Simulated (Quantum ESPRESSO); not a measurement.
# BP (F-43m): the LO frequency by hand

Aim: work out the LO frequency and the static dielectric constant of BP (F-43m) from one linear-response run, then check them.

Method: DFT PBE, scalar-relativistic, plane waves, GBRV ultrasoft pseudopotentials, in Quantum ESPRESSO 7.5.

## 1. The relaxed structure

The structure is cubic, space group F-43m (No. 216). Conventional cell: a = 4.546 Å, b = 4.546 Å, c = 4.546 Å, α = 90.00°, β = 90.00°, γ = 90.00°. Nearest to B lie 4 P at 1.97 Å. Nearest to P lie 4 B at 1.97 Å. Farther neighbours are not listed.

This is the cell after its relaxation at this level of theory, not the database cell from which that began.

## 2. What the response run gave

A linear-response run on the relaxed cell, with the response to an electric field; only its zone-centre results are used. Cutoff 50 Ry, k mesh 12×12×12.

Log:

```text
[banners, grids, parts of the stress and lines that vanish by symmetry left out]
Program PHONON v.7.5
     Reading xml data from directory:

[...]
Exchange-correlation= PBE
                           (   1   4   3   4   0   0   0)
[...]
kinetic-energy cut-off    =      50.0000  Ry
     charge density cut-off    =     400.0000  Ry
     convergence threshold     =      1.0E-18
[...]
Exchange-correlation= PBE
                           (   1   4   3   4   0   0   0)
[...]
q = (   0.0000000   0.0000000   0.0000000 )
     25 Sym.Ops. (with q -> -q+G )
     G cutoff =  373.8862  (  21547 G-vectors)     FFT grid: ( 40, 40, 40)
     G cutoff =  186.9431  (   7631 G-vectors)  smooth grid: ( 27, 27, 27)
     number of k points=    72
[...]
Mode symmetry, T_d (-43m)  point group:
[...]
Dielectric constant
[...]
End of electric fields calculation
          Dielectric constant in cartesian axis
          (       9.177317628      -0.000000000      -0.000000000 )
          (      -0.000000000       9.177317628       0.000000000 )
          (      -0.000000000       0.000000000       9.177317628 )
          Effective charges (d Force / dE) in cartesian axis without acoustic sum rule applied (asr)
           atom    1  B     Mean Z*:       -0.49383
      Ex  (       -0.49383        0.00000        0.00000 )
      Ey  (        0.00000       -0.49383       -0.00000 )
      Ez  (        0.00000       -0.00000       -0.49383 )
           atom    2  P     Mean Z*:        0.48999
      Ex  (        0.48999       -0.00000       -0.00000 )
      Ey  (        0.00000        0.48999       -0.00000 )
      Ez  (       -0.00000        0.00000        0.48999 )
          Effective charges Sum: Mean:       -0.00383
[...]
Effective charges (d Force / dE) in cartesian axis with asr applied:
           atom    1  B     Mean Z*:       -0.49191
[...]
atom    2  P     Mean Z*:        0.49191
[...]
Representation #   1 modes #   1   2   3
[...]
End of self-consistent calculation
     Convergence has been achieved
     Representation #   2 modes #   4   5   6
[...]
End of self-consistent calculation
     Convergence has been achieved
[...]
Dielectric constant in cartesian axis
          (       9.177317628      -0.000000000      -0.000000000 )
          (      -0.000000000       9.177317628       0.000000000 )
          (      -0.000000000       0.000000000       9.177317628 )
          Effective charges (d Force / dE) in cartesian axis without acoustic sum rule applied (asr)
           atom    1  B     Mean Z*:       -0.49383
      Ex  (       -0.49383        0.00000        0.00000 )
      Ey  (        0.00000       -0.49383       -0.00000 )
      Ez  (        0.00000       -0.00000       -0.49383 )
           atom    2  P     Mean Z*:        0.48999
      Ex  (        0.48999       -0.00000       -0.00000 )
      Ey  (        0.00000        0.48999       -0.00000 )
      Ez  (       -0.00000        0.00000        0.48999 )
          Effective charges Sum: Mean:       -0.00383
[...]
Effective charges (d Force / dE) in cartesian axis with asr applied:
           atom    1  B     Mean Z*:       -0.49191
[...]
atom    2  P     Mean Z*:        0.49191
[...]
q = (    0.000000000   0.000000000   0.000000000 )
[...]
freq (    1) =       0.042909 [THz] =       1.431299 [cm-1]
     freq (    2) =       0.042909 [THz] =       1.431299 [cm-1]
     freq (    3) =       0.042909 [THz] =       1.431299 [cm-1]
     freq (    4) =      23.986510 [THz] =     800.103838 [cm-1]
     freq (    5) =      23.986510 [THz] =     800.103838 [cm-1]
     freq (    6) =      23.986510 [THz] =     800.103838 [cm-1]
[...]
Mode symmetry, T_d (-43m)  point group:
     freq (   1-   3) =          1.4  [cm-1]   --> T_2  G_15 P_4   I+R
     freq (   4-   6) =        800.1  [cm-1]   --> T_2  G_15 P_4   I+R

   JOB DONE.
```

```
                       quantity   value
             cell volume Ω (Å³)  23.488
                  mass of B (u)  10.810
                  mass of P (u)  30.974
      Born charge of B, raw (e)  -0.494
      Born charge of P, raw (e)   0.490
                             ε∞   9.177
ω(TO) after the sum rule (cm⁻¹)   800.1
```

## 3. The calculation

The charges must sum to zero over the cell; taking off their mean, -0.002 e, leaves Z* = -0.492 e on B. In the polar mode B moves against P, so the reduced mass is μ = 10.81 × 30.97 / 41.78 = 8.013 u.

A longitudinal wave builds up a field that adds to the restoring force: ω(LO)² = ω(TO)² + 4π Z*² / (μ Ω ε∞), in Hartree atomic units. With μ = 14607 electron masses and Ω = 158.51 bohr³ the second term is 1.4310e-07 Ha², or 6893 cm⁻² (1 Ha = 219474.6 cm⁻¹).

So ω(LO) = √(640160 + 6893) = 804.4 cm⁻¹, and by the Lyddane-Sachs-Teller relation ε₀ = ε∞ (ω(LO)/ω(TO))² = 9.28.

## 4. Check against the program

The analysis program adds the same non-analytic term to the full matrix, here for q along (1 0 0).

Log:

```text
[banner, memory and clock lines left out]
Program DYNMAT v.7.5

     Reading Dynamical Matrix from file g.dyn
     ...Force constants read
     ...epsilon and Z* read

     Polarizability (A^3 units)
     multiply by 0.268401 for Clausius-Mossotti correction
        15.284389   -0.000000   -0.000000
        -0.000000   15.284389    0.000000
        -0.000000    0.000000   15.284389

     IR activities are in (D/A)^2/amu units

# mode   [cm-1]    [THz]      IR
    1     -0.00   -0.0000    0.0000
    2      0.00    0.0000    0.0000
    3      0.00    0.0000    0.0000
    4    800.10   23.9864    0.6967
    5    800.10   23.9864    0.6967
    6    804.39   24.1152    0.6967
```

ε₀ comes from the program's run without a direction of q.

```
    quantity  by hand  program
ω(LO) (cm⁻¹)    804.4    804.4
          ε₀     9.28     9.28
```

## 5. What came out

```json
{
 "TO mode": "800.1 cm⁻¹",
 "LO mode": "804.4 cm⁻¹",
 "static dielectric constant": "9.276"
}
```

The LO mode of BP (F-43m) lies at 804 cm⁻¹, 4 cm⁻¹ above the TO mode; the formula meets the program within 0.1 cm⁻¹, as it must for a cubic crystal with one polar mode. ω(LO)² − ω(TO)² goes with Z*²/ε∞: an error of 5 % in ε∞ would move the LO mode by 0.2 cm⁻¹, and semilocal functionals tend to overestimate ε∞. These are harmonic values at zero temperature, at the volume of this functional, for the structure held cubic; stability elsewhere in the zone is no part of this calculation.

[Host names and launcher messages were left out of these logs when they were recorded.]

[Logs are printed without paths, hosts, clocks, repeated set-up lines and the standing remarks that a program may print on its own settings, such as how far it seeks lower states.]

[Hosts, paths, dates, database ids (printed as entryN), source tags and the programs' standing remarks are cut or masked in the printed files.]
